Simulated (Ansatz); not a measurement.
# Nb wire along [100], 12 atoms a period: bands along the axis

Wanted: the relaxed geometry and the bands of the Nb wire along [100], 12 atoms a period.

Main program and level: Ansatz 0.2.0; DFT PBE, plane waves, PAW; relaxation of a wire's period; PAW set soft_1, in the first sound run; inputs show where later runs differ.

## Step 1: Starting point

The cell holds 12 atoms: 12 Nb. Its edges and angles: a = 13.420 Å, b = 13.420 Å, c = 3.310 Å, α = 90.0°, β = 90.0°, γ = 90.0°. Vacuum lies along a and b. The structure's axis is c.

## Step 2: Relaxing the period

Band widths follow the bond lengths, so the wire is relaxed first. The atoms and the third cell vector are free; the box across stays fixed as vacuum. A Fermi-Dirac smearing is set since the result may be a metal. The pressure printed is a third of the stress's trace over the whole box, vacuum included; only the stress along the axis is relaxed.

input.yaml reads:

```yaml
crystal:
  lattice:
    - [13.42, 0.0, 0.0]
    - [0.0, 13.42, 0.0]
    - [0.0, 0.0, 3.31]
  atoms:
    - { symbol: Nb, position: [0.376676602, 0.253353204, 0.0] }
    - { symbol: Nb, position: [0.376676602, 0.5, 0.0] }
    - { symbol: Nb, position: [0.376676602, 0.746646796, 0.0] }
    - { symbol: Nb, position: [0.623323398, 0.253353204, 0.0] }
    - { symbol: Nb, position: [0.623323398, 0.5, 0.0] }
    - { symbol: Nb, position: [0.623323398, 0.746646796, 0.0] }
    - { symbol: Nb, position: [0.253353204, 0.376676602, 0.5] }
    - { symbol: Nb, position: [0.253353204, 0.623323398, 0.5] }
    - { symbol: Nb, position: [0.5, 0.376676602, 0.5] }
    - { symbol: Nb, position: [0.5, 0.623323398, 0.5] }
    - { symbol: Nb, position: [0.746646796, 0.376676602, 0.5] }
    - { symbol: Nb, position: [0.746646796, 0.623323398, 0.5] }
kpoints:
  mp_grid: { grid: [1, 1, 25] }
scf:
  occupations: { method: fermi_dirac, width: 0.05 }
hamiltonian:
  xc: pbe
  pseudopotentials: { kind: paw, azcp: { folder: soft_1 } }
relax:
  cell: { fix: [a, b, alpha, beta, gamma] }
  max_steps: 45
  f_tol: 0.03
```

Run with:

```
> ansatz run input.yaml --threads 4 --pin off --max-ram 16384MiB --backend cpu --events-out ev --progress --plain --runs-dir out
```

Numbers of over 12 decimals in the logs are rounded to 6 here.

What it wrote:

```text
Engine: ansatz 0.2.0, aarch64-unknown-linux-gnu
Pseudopotentials: kind: paw
Pseudopotential: Nb, paw, valence charge 13, recommended cutoff 420 eV (normal), soft_1/Nb.paw.azcp
Functional definition: PBE
  parameter kappa = 0.804
  parameter beta = 0.066725
  exchange = pbe_x(kappa = kappa, mu = beta*pi^2/3)
  correlation = pbe_c(beta = beta)
Crystal: 12 atoms, lattice volume = 596.119 Å³
Basis set: ecut = 420 eV, 11687 PW (Γ), exchange–correlation on 180×180×48 points (8 copies of the dense FFT grid, shifted against one another)
Bands: 94, of which v1, the nominal top of the filled ones, is band 78 counted from 1 (77 counted from 0)
Symmetry: 16 space group operations
Space group: P42/mmc (ITA 131), of the structure as read, at distance tolerance 8.4e-5 Å
k-points: 13 of 25
Non-local potential: Nb, projectors of the file, l = 0: 3, l = 1: 2, l = 2: 2, l = 3: 1
PAW form: soft (Blöchl's): semilocal exchange-correlation on the pseudo side does not see the compensation charge
PAW one-centre angular grid: Nb, 590 points (default); XC on 64 Gauss nodes
Initial density: superposition of atomic densities (neutral atoms: chi_scale 0, normalization atom)
Initial wavefunctions: pseudopotential atomic-orbital guess
Functional: x = pbe(κ = 0.804, μ = 0.219515), c = pbe(β = 0.066725)
SCF iter   1: F=—  HF=-54629.715342 eV  |F-HF|=—  |Δ(HF+E_count)|=         —  Δρ=6.07e-2  dr2=1.56e2  ethr=3.10e-3  ⟨swp⟩=9.4  Hψ=5290  notcnv=0
preconditioner: auto → LDOS  [metal: Δε(μ)=0.025 eV  Ē_g=3.555 eV  σ=0.050 eV  W_gap=0.12  n_scr=110 (ndim 8)  ℏωp=11.8 eV  f_vac=0.439  D(μ)=12.72/eV (n_scr^D=66)  β→1.0]
SCF iter   2: F=—  HF=-54628.969052 eV  |F-HF|=—  |Δ(HF+E_count)|=   7.46e-1  Δρ=7.01e-2  dr2=3.95e2  ethr=3.10e-3  ⟨swp⟩=8.0  Hψ=5119  notcnv=0  defer=9  recentre
SCF iter   3: F=—  HF=-54615.196725 eV  |F-HF|=—  |Δ(HF+E_count)|=    1.38e1  Δρ=2.69e-2  dr2=4.21e1  ethr=3.10e-3  ⟨swp⟩=5.5  Hψ=3712  notcnv=0
SCF iter   4: F=—  HF=-54612.129005 eV  |F-HF|=—  |Δ(HF+E_count)|=    3.07e0  Δρ=4.79e-3  dr2=2.49e-1  ethr=3.10e-3  ⟨swp⟩=3.5  Hψ=2149  notcnv=0  defer=5
SCF iter   5: F=—  HF=-54612.132631 eV  |F-HF|=—  |Δ(HF+E_count)|=   3.63e-3  Δρ=2.11e-3  dr2=1.48e-1  ethr=1.60e-4  ⟨swp⟩=4.3  Hψ=2586  notcnv=0  defer=5
SCF iter   6: F=—  HF=-54612.132401 eV  |F-HF|=—  |Δ(HF+E_count)|=   2.30e-4  Δρ=1.09e-3  dr2=3.41e-2  ethr=9.46e-5  ⟨swp⟩=2.2  Hψ=1775  notcnv=0  defer=5
SCF iter   7: F=—  HF=-54612.131185 eV  |F-HF|=—  |Δ(HF+E_count)|=   1.22e-3  Δρ=2.91e-4  dr2=2.39e-3  ethr=2.19e-5  ⟨swp⟩=2.0  Hψ=1410  notcnv=0  defer=5
SCF iter   8: F=—  HF=-54612.131352 eV  |F-HF|=—  |Δ(HF+E_count)|=   1.67e-4  Δρ=8.40e-5  dr2=7.77e-5  ethr=1.53e-6  ⟨swp⟩=2.2  Hψ=1583  notcnv=0  defer=5
SCF iter   9: F=—  HF=-54612.131653 eV  |F-HF|=—  |Δ(HF+E_count)|=   3.01e-4  Δρ=2.52e-5  dr2=1.92e-5  ethr=4.98e-8  ⟨swp⟩=2.8  Hψ=2298  notcnv=0  defer=5
SCF iter  10: F=—  HF=-54612.131655 eV  |F-HF|=—  |Δ(HF+E_count)|=   1.64e-6  Δρ=9.37e-6  dr2=4.53e-6  ethr=1.23e-8  ⟨swp⟩=2.0  Hψ=1580  notcnv=0  defer=5
SCF iter  11: F=—  HF=-54612.131655 eV  |F-HF|=—  |Δ(HF+E_count)|=   4.14e-7  Δρ=4.45e-6  dr2=2.61e-7  ethr=2.91e-9  ⟨swp⟩=2.2  Hψ=1624  notcnv=0  defer=5
SCF iter  12: F=-54612.131655 eV  HF=-54612.131655 eV  |F-HF|=1.27e-8  |Δ(HF+E_count)|=   4.01e-8  Δρ=1.59e-6  dr2=3.66e-8  ethr=6.41e-11  ⟨swp⟩=5.6  Hψ=4546  notcnv=0
SCF 1 converged in 12 iterations: F = -54612.131655 eV  dr2 = 3.66e-8
  greatest PAW one-centre occupation: 0.998 electrons in one spin orbital (limit 2), on the Nb atom at site 9 (counted from 0), in its partial waves of l = 0
relax step   1: F+E_penalty+E_count = -54612.13165500 eV  Δ(F+E_penalty+E_count) = +0.000e0 eV  max|allowed force component| = 1.882e0 eV/Å  Δτ_max = 0.0000 Å  P = -5.819 GPa  Ω = 596.119 Å³  fix = [a, b, alpha, beta, gamma]  reactions: a -5.332, b -5.332 GPa  (12 SCF iters, dr2 threshold 1.00e-7 eV, accepted)
Crystal: 12 atoms, lattice volume = 571.966 Å³
Basis set: ecut = 420 eV, 11223 PW (Γ), exchange–correlation on 180×180×48 points (8 copies of the dense FFT grid, shifted against one another)
Initial density: handed on by an earlier stage of this run
Initial wavefunctions: those handed on with the density
iter 1 solved again at ethr=2.07e-3 eV; its pass at ethr=3.10e-3 eV (dr2=3.22e0 eV) is discarded
SCF iter   1: F=—  HF=-54614.564989 eV  |F-HF|=—  |Δ(HF+E_count)|=         —  Δρ=1.82e-2  dr2=3.23e0  ethr=2.07e-3  ⟨swp⟩=1.1  Hψ=7166  notcnv=0
preconditioner: auto → LDOS  [metal: Δε(μ)=0.073 eV  Ē_g=3.063 eV  σ=0.050 eV  W_gap=0.34  n_scr=94 (ndim 8)  ℏωp=12.0 eV  f_vac=0.488  D(μ)=10.07/eV (n_scr^D=44)  β→1.0]
SCF iter   2: F=—  HF=-54614.315650 eV  |F-HF|=—  |Δ(HF+E_count)|=   2.49e-1  Δρ=1.02e-2  dr2=2.96e0  ethr=2.07e-3  ⟨swp⟩=4.5  Hψ=3241  notcnv=0  defer=1
SCF iter   3: F=—  HF=-54614.013790 eV  |F-HF|=—  |Δ(HF+E_count)|=   3.02e-1  Δρ=2.67e-3  dr2=1.91e-1  ethr=1.90e-3  ⟨swp⟩=3.1  Hψ=1941  notcnv=0  defer=8
SCF iter   4: F=—  HF=-54613.995394 eV  |F-HF|=—  |Δ(HF+E_count)|=   1.84e-2  Δρ=7.48e-4  dr2=7.70e-3  ethr=1.23e-4  ⟨swp⟩=2.0  Hψ=1794  notcnv=0  defer=8
SCF iter   5: F=—  HF=-54613.994927 eV  |F-HF|=—  |Δ(HF+E_count)|=   4.66e-4  Δρ=1.81e-4  dr2=5.21e-4  ethr=4.93e-6  ⟨swp⟩=2.1  Hψ=1804  notcnv=0  defer=8
SCF iter   6: F=—  HF=-54613.995281 eV  |F-HF|=—  |Δ(HF+E_count)|=   3.54e-4  Δρ=6.67e-5  dr2=6.18e-5  ethr=3.34e-7  ⟨swp⟩=2.2  Hψ=1944  notcnv=0  defer=8
SCF iter   7: F=—  HF=-54613.995288 eV  |F-HF|=—  |Δ(HF+E_count)|=   7.34e-6  Δρ=2.56e-5  dr2=9.45e-6  ethr=3.96e-8  ⟨swp⟩=2.6  Hψ=1974  notcnv=0  defer=8
SCF iter   8: F=-54613.995289 eV  HF=-54613.995289 eV  |F-HF|=1.42e-7  |Δ(HF+E_count)|=   4.39e-7  Δρ=7.05e-6  dr2=5.10e-7  ethr=7.69e-10  ⟨swp⟩=3.2  Hψ=5294  notcnv=0
SCF 2 converged in 8 iterations: F = -54613.995289 eV  dr2 = 5.10e-7
relax step   2: F+E_penalty+E_count = -54613.99528906 eV  Δ(F+E_penalty+E_count) = -1.864e0 eV  max|allowed force component| = 8.654e-1 eV/Å  Δτ_max = 0.1949 Å  P = +1.811 GPa  Ω = 571.966 Å³  energy of the carried Pulay correction = +1.156e-3 eV  fix = [a, b, alpha, beta, gamma]  reactions: a +1.285, b +1.285 GPa  (8 SCF iters, dr2 threshold 1.20e-6 eV, accepted)
Crystal: 12 atoms, lattice volume = 587.594 Å³
Basis set: ecut = 420 eV, 11519 PW (Γ), exchange–correlation on 180×180×48 points (8 copies of the dense FFT grid, shifted against one another)
iter 1 solved again at ethr=8.40e-5 eV; its pass at ethr=3.10e-3 eV (dr2=1.31e-1 eV) is discarded
SCF iter   1: F=—  HF=-54614.254757 eV  |F-HF|=—  |Δ(HF+E_count)|=         —  Δρ=3.58e-3  dr2=1.35e-1  ethr=8.40e-5  ⟨swp⟩=2.8  Hψ=6377  notcnv=0
preconditioner: auto → LDOS  [metal: Δε(μ)=0.068 eV  Ē_g=2.898 eV  σ=0.050 eV  W_gap=0.32  n_scr=94 (ndim 8)  ℏωp=11.9 eV  f_vac=0.498  D(μ)=9.13/eV (n_scr^D=36)  β→1.0]
SCF iter   2: F=—  HF=-54614.245448 eV  |F-HF|=—  |Δ(HF+E_count)|=   9.31e-3  Δρ=2.04e-3  dr2=8.42e-2  ethr=8.40e-5  ⟨swp⟩=2.4  Hψ=2176  notcnv=0
SCF iter   3: F=—  HF=-54614.235775 eV  |F-HF|=—  |Δ(HF+E_count)|=   9.67e-3  Δρ=6.41e-4  dr2=8.23e-3  ethr=5.40e-5  ⟨swp⟩=2.1  Hψ=2178  notcnv=0
SCF iter   4: F=—  HF=-54614.234823 eV  |F-HF|=—  |Δ(HF+E_count)|=   9.52e-4  Δρ=1.34e-4  dr2=3.01e-4  ethr=5.28e-6  ⟨swp⟩=2.1  Hψ=1605  notcnv=0
SCF iter   5: F=—  HF=-54614.235012 eV  |F-HF|=—  |Δ(HF+E_count)|=   1.89e-4  Δρ=6.59e-5  dr2=1.18e-4  ethr=1.93e-7  ⟨swp⟩=2.8  Hψ=2256  notcnv=0
SCF iter   6: F=—  HF=-54614.235007 eV  |F-HF|=—  |Δ(HF+E_count)|=   5.23e-6  Δρ=1.79e-5  dr2=8.98e-6  ethr=7.59e-8  ⟨swp⟩=2.0  Hψ=1559  notcnv=0
SCF iter   7: F=—  HF=-54614.235008 eV  |F-HF|=—  |Δ(HF+E_count)|=   6.77e-7  Δρ=7.98e-6  dr2=1.67e-6  ethr=5.76e-9  ⟨swp⟩=2.0  Hψ=1642  notcnv=0
SCF iter   8: F=-54614.235008 eV  HF=-54614.235008 eV  |F-HF|=1.15e-7  |Δ(HF+E_count)|=   1.99e-8  Δρ=3.32e-6  dr2=2.00e-7  ethr=7.69e-10  ⟨swp⟩=5.1  Hψ=3712  notcnv=0
SCF 3 converged in 8 iterations: F = -54614.235008 eV  dr2 = 2.00e-7
relax step   3: F+E_penalty+E_count = -54614.23500756 eV  Δ(F+E_penalty+E_count) = -2.397e-1 eV  max|allowed force component| = 2.916e-1 eV/Å  Δτ_max = 0.0498 Å  P = +0.559 GPa  Ω = 587.594 Å³  energy of the carried Pulay correction = +4.025e-4 eV  fix = [a, b, alpha, beta, gamma]  reactions: a +0.774, b +0.774 GPa  (8 SCF iters, dr2 threshold 1.20e-6 eV, accepted)
Crystal: 12 atoms, lattice volume = 585.518 Å³
Basis set: ecut = 420 eV, 11503 PW (Γ), exchange–correlation on 180×180×48 points (8 copies of the dense FFT grid, shifted against one another)
iter 1 solved again at ethr=8.78e-4 eV; its pass at ethr=3.10e-3 eV (dr2=1.37e0 eV) is discarded
SCF iter   1: F=—  HF=-54614.369685 eV  |F-HF|=—  |Δ(HF+E_count)|=         —  Δρ=6.32e-3  dr2=1.36e0  ethr=8.78e-4  ⟨swp⟩=1.4  Hψ=5147  notcnv=0
preconditioner: auto → LDOS  [metal: Δε(μ)=0.056 eV  Ē_g=2.855 eV  σ=0.050 eV  W_gap=0.27  n_scr=94 (ndim 8)  ℏωp=11.9 eV  f_vac=0.489  D(μ)=8.00/eV (n_scr^D=36)  β→1.0]
SCF iter   2: F=—  HF=-54614.434741 eV  |F-HF|=—  |Δ(HF+E_count)|=   6.51e-2  Δρ=7.51e-3  dr2=2.53e0  ethr=8.73e-4  ⟨swp⟩=3.5  Hψ=2086  notcnv=0
SCF iter   3: F=—  HF=-54614.289024 eV  |F-HF|=—  |Δ(HF+E_count)|=   1.46e-1  Δρ=1.27e-3  dr2=5.05e-2  ethr=8.73e-4  ⟨swp⟩=2.5  Hψ=1739  notcnv=0  defer=9
SCF iter   4: F=—  HF=-54614.287683 eV  |F-HF|=—  |Δ(HF+E_count)|=   1.34e-3  Δρ=1.93e-4  dr2=4.06e-4  ethr=3.24e-5  ⟨swp⟩=2.2  Hψ=1643  notcnv=0  defer=12
SCF iter   5: F=—  HF=-54614.287837 eV  |F-HF|=—  |Δ(HF+E_count)|=   1.54e-4  Δρ=8.79e-5  dr2=9.51e-5  ethr=2.61e-7  ⟨swp⟩=3.0  Hψ=2378  notcnv=0  defer=12
SCF iter   6: F=—  HF=-54614.287830 eV  |F-HF|=—  |Δ(HF+E_count)|=   7.00e-6  Δρ=2.74e-5  dr2=1.70e-5  ethr=6.09e-8  ⟨swp⟩=2.4  Hψ=1950  notcnv=0  defer=12
SCF iter   7: F=—  HF=-54614.287830 eV  |F-HF|=—  |Δ(HF+E_count)|=   4.40e-7  Δρ=6.78e-6  dr2=1.52e-6  ethr=1.09e-8  ⟨swp⟩=2.4  Hψ=1597  notcnv=0  defer=12
SCF iter   8: F=-54614.287830 eV  HF=-54614.287830 eV  |F-HF|=1.17e-9  |Δ(HF+E_count)|=   2.99e-8  Δρ=2.04e-6  dr2=3.60e-8  ethr=7.69e-10  ⟨swp⟩=5.0  Hψ=3646  notcnv=0
SCF 4 converged in 8 iterations: F = -54614.287830 eV  dr2 = 3.60e-8
relax step   4: F+E_penalty+E_count = -54614.28783036 eV  Δ(F+E_penalty+E_count) = -5.282e-2 eV  max|allowed force component| = 1.044e-1 eV/Å  Δτ_max = 0.0512 Å  P = -0.114 GPa  Ω = 585.518 Å³  energy of the carried Pulay correction = +5.014e-4 eV  fix = [a, b, alpha, beta, gamma]  reactions: a -0.100, b -0.100 GPa  (8 SCF iters, dr2 threshold 1.20e-6 eV, accepted)
Crystal: 12 atoms, lattice volume = 585.325 Å³
iter 1 solved again at ethr=7.03e-6 eV; its pass at ethr=3.10e-3 eV (dr2=1.10e-2 eV) is discarded
SCF iter   1: F=—  HF=-54614.290360 eV  |F-HF|=—  |Δ(HF+E_count)|=         —  Δρ=6.21e-4  dr2=1.17e-2  ethr=7.03e-6  ⟨swp⟩=2.1  Hψ=4572  notcnv=0
preconditioner: auto → LDOS  [metal: Δε(μ)=0.073 eV  Ē_g=2.893 eV  σ=0.050 eV  W_gap=0.34  n_scr=94 (ndim 8)  ℏωp=11.9 eV  f_vac=0.493  D(μ)=8.09/eV (n_scr^D=36)  β→1.0]
SCF iter   2: F=—  HF=-54614.290528 eV  |F-HF|=—  |Δ(HF+E_count)|=   1.68e-4  Δρ=5.93e-4  dr2=1.71e-2  ethr=7.03e-6  ⟨swp⟩=2.0  Hψ=1615  notcnv=0
SCF iter   3: F=—  HF=-54614.289575 eV  |F-HF|=—  |Δ(HF+E_count)|=   9.53e-4  Δρ=1.20e-4  dr2=5.11e-4  ethr=7.03e-6  ⟨swp⟩=2.0  Hψ=1589  notcnv=0
SCF iter   4: F=—  HF=-54614.289768 eV  |F-HF|=—  |Δ(HF+E_count)|=   1.92e-4  Δρ=2.69e-5  dr2=8.56e-6  ethr=3.27e-7  ⟨swp⟩=2.0  Hψ=1568  notcnv=0
SCF iter   5: F=—  HF=-54614.289766 eV  |F-HF|=—  |Δ(HF+E_count)|=   1.63e-6  Δρ=9.37e-6  dr2=9.59e-7  ethr=5.49e-9  ⟨swp⟩=3.1  Hψ=2236  notcnv=0
SCF iter   6: F=-54614.289766 eV  HF=-54614.289766 eV  |F-HF|=2.16e-8  |Δ(HF+E_count)|=   8.50e-8  Δρ=2.95e-6  dr2=7.35e-8  ethr=4.37e-10  ⟨swp⟩=4.8  Hψ=3808  notcnv=0
SCF 5 converged in 6 iterations: F = -54614.289766 eV  dr2 = 7.35e-8
relax step   5: F+E_penalty+E_count = -54614.28976610 eV  Δ(F+E_penalty+E_count) = -1.936e-3 eV  max|allowed force component| = 2.345e-2 eV/Å  Δτ_max = 0.0073 Å  P = +0.048 GPa  Ω = 585.325 Å³  energy of the carried Pulay correction = +5.106e-4 eV  fix = [a, b, alpha, beta, gamma]  reactions: a +0.079, b +0.079 GPa  (6 SCF iters, dr2 threshold 6.81e-7 eV, accepted)
Initial wavefunctions: pseudopotential atomic-orbital guess (no wavefunctions were taken with the density)
iter 1 solved again at ethr=7.70e-7 eV; its pass at ethr=3.10e-3 eV (dr2=1.20e-3 eV) is discarded
SCF iter   1: F=—  HF=-54614.289018 eV  |F-HF|=—  |Δ(HF+E_count)|=         —  Δρ=1.90e-5  dr2=3.62e-7  ethr=7.70e-7  ⟨swp⟩=4.3  Hψ=8510  notcnv=0
eigensolver tolerance schedule: the retry pair's looser diagonalisation over-reported the residual by 3321.10 of it (diagonalisation noise at 4.73 of the residual, at the tolerance the schedule requests for it); recorded, not acted on — ethr = c·dr2/N_el stays at c = 1.0e-1
preconditioner: auto → LDOS  [metal: Δε(μ)=0.073 eV  Ē_g=2.889 eV  σ=0.050 eV  W_gap=0.34  n_scr=94 (ndim 8)  ℏωp=11.9 eV  f_vac=0.493  D(μ)=8.11/eV (n_scr^D=36)  β→1.0]
SCF iter   2: F=—  HF=-54614.289229 eV  |F-HF|=—  |Δ(HF+E_count)|=   2.11e-4  Δρ=3.48e-6  dr2=1.78e-7  ethr=2.32e-10  ⟨swp⟩=4.3  Hψ=3245  notcnv=0
SCF iter   3: F=—  HF=-54614.289229 eV  |F-HF|=—  |Δ(HF+E_count)|=   9.92e-9  Δρ=1.97e-6  dr2=1.28e-7  ethr=1.14e-10  ⟨swp⟩=2.3  Hψ=2096  notcnv=0
SCF iter   4: F=—  HF=-54614.289229 eV  |F-HF|=—  |Δ(HF+E_count)|=   1.16e-8  Δρ=9.00e-7  dr2=1.30e-8  ethr=8.23e-11  ⟨swp⟩=1.8  Hψ=1314  notcnv=0
SCF iter   5: F=—  HF=-54614.289229 eV  |F-HF|=—  |Δ(HF+E_count)|=   2.46e-9  Δρ=2.30e-7  dr2=1.89e-9  ethr=8.33e-12  ⟨swp⟩=3.1  Hψ=2501  notcnv=0
SCF iter   6: F=-54614.289229 eV  HF=-54614.289229 eV  |F-HF|=8.73e-11  |Δ(HF+E_count)|=  1.46e-11  Δρ=7.83e-8  dr2=9.66e-11  ethr=1.00e-12  ⟨swp⟩=4.0  Hψ=4837  notcnv=0
SCF 6 converged in 6 iterations: F = -54614.289229 eV  dr2 = 9.66e-11
relax step   6: F+E_penalty+E_count = -54614.28922909 eV  Δ(F+E_penalty+E_count) = +5.370e-4 eV  max|allowed force component| = 2.348e-2 eV/Å  Δτ_max = 0.0000 Å  P = +0.049 GPa  Ω = 585.325 Å³  fix = [a, b, alpha, beta, gamma]  reactions: a +0.080, b +0.080 GPa  stress off target by 1.44e-2 GPa on what of the cell is left free  SCF on the basis re-selected at this cell (its energy is not comparable with the rows above)  (6 SCF iters)
basis re-selected at this cell: Δ(F+E_penalty+E_count) = +5.370e-4 eV, ΔP = +0.001 GPa vs the last step (what re-selecting the basis moved, of the pressure what is left beyond the Pulay correction that the steps carried, after the strain that the cell walked since its last selection, with what the two solves' SCF thresholds leave and, on support functions, any second-order correction that the steps lacked; it is no m [...]
SCF converged after 6 iterations
Free energy (F): -54614.289229 eV
Harris-Foulkes:  -54614.289229 eV  (|F-HF|=8.73e-11)
Internal energy: -54614.214284 eV  (E = F + TS)
E sigma→0 (E₀):  -54614.251756 eV
Entropy (-TS):   -0.074945 eV (-6.245 meV/atom)
Fermi energy:    4.776900 eV
--- Per-component energies (eV) ---
  E_band       = -2870.315707
  E_kinetic    = 4477.407344
  E_local      = -56083.600782  (includes V_loc(G=0)·N_el)
  E_nonlocal   = 1160.436272
  E_hartree    = 25695.347786
  E_xc         = -1977.981754
  E_vxc        = -2393.070038  (∫ρ·V_xc dr)
  E_paw        = -36992.722427  (= ΣΔE_a)
  E_vpaw       = -1422.186642  (= ΣTr[D̂ρ^β])
  E_aug_tail   = 0.000508  (compensation charges beyond the density's cutoff)
  E_ewald      = 9106.898771
  E_smearing   = -0.074945  (= −TS)
  E_closure    = -0.000000  (closes the sum)
  Σ components = -54614.289229   (vs F -54614.289229, Δ=0.00e0)
--- Forces (eV/Å), atoms counted from 1 ---
  atom   1  Nb     0.01390106    -0.02347935     0.00000000
  atom   2  Nb     0.01838197     0.00000000     0.00000000
  atom   3  Nb     0.01390106     0.02347935     0.00000000
  atom   4  Nb    -0.01390106    -0.02347935     0.00000000
  atom   5  Nb    -0.01838197     0.00000000     0.00000000
  atom   6  Nb    -0.01390106     0.02347935     0.00000000
  atom   7  Nb    -0.02347935     0.01390106     0.00000000
  atom   8  Nb    -0.02347935    -0.01390106     0.00000000
  atom   9  Nb     0.00000000     0.01838197     0.00000000
  atom  10  Nb     0.00000000    -0.01838197     0.00000000
  atom  11  Nb     0.02347935     0.01390106     0.00000000
  atom  12  Nb     0.02347935    -0.01390106     0.00000000
  max |Σ_I F_I| component: 3.47e-18 eV/Å
--- Stress (GPa, compression-positive) ---
        0.080473       0.000000       0.000000
        0.000000       0.080473       0.000000
        0.000000       0.000000      -0.014378
  P = ⅓ Tr σ = 0.0489 GPa (0.489 kbar)
--- Relaxed structure (5 steps of the walk, 5 accepted, 1 SCFs on fresh bases) ---
  F+E_penalty+E_count = -54614.28922909 eV   max|allowed force component| = 2.348e-2 eV/Å   (the final SCF, on the basis selected at the relaxed cell)
  cell:  # Å, volume = 585.3253 Å³
    - [13.42, 0.0, 0.0]
    - [0.0, 13.42, 0.0]
    - [0.0, 0.0, 3.250067]
  atoms:
    - { symbol: Nb, position: [0.371418, 0.267342, 0.0] }
    - { symbol: Nb, position: [0.376880, 0.5, 0.0] }
    - { symbol: Nb, position: [0.371418, 0.732658, 0.0] }
    - { symbol: Nb, position: [0.628582, 0.267342, 0.0] }
    - { symbol: Nb, position: [0.623120, 0.5, 0.0] }
    - { symbol: Nb, position: [0.628582, 0.732658, 0.0] }
    - { symbol: Nb, position: [0.267342, 0.371418, 0.5] }
    - { symbol: Nb, position: [0.267342, 0.628582, 0.5] }
    - { symbol: Nb, position: [0.5, 0.376880, 0.5] }
    - { symbol: Nb, position: [0.5, 0.623120, 0.5] }
    - { symbol: Nb, position: [0.732658, 0.371418, 0.5] }
    - { symbol: Nb, position: [0.732658, 0.628582, 0.5] }
```

Elapsed: 73 s, on 4 threads of Arm Neoverse V2, shared host; peak memory 1.7 GiB.

[end of part 1 of 2]

[Logs are printed without paths, hosts, clocks, repeated set-up lines and the standing remarks that a program may print on its own settings, such as how far it seeks lower states.]

[Hosts, paths, dates, database ids (printed as entryN), source tags and the programs' standing remarks are cut or masked in the printed files.]
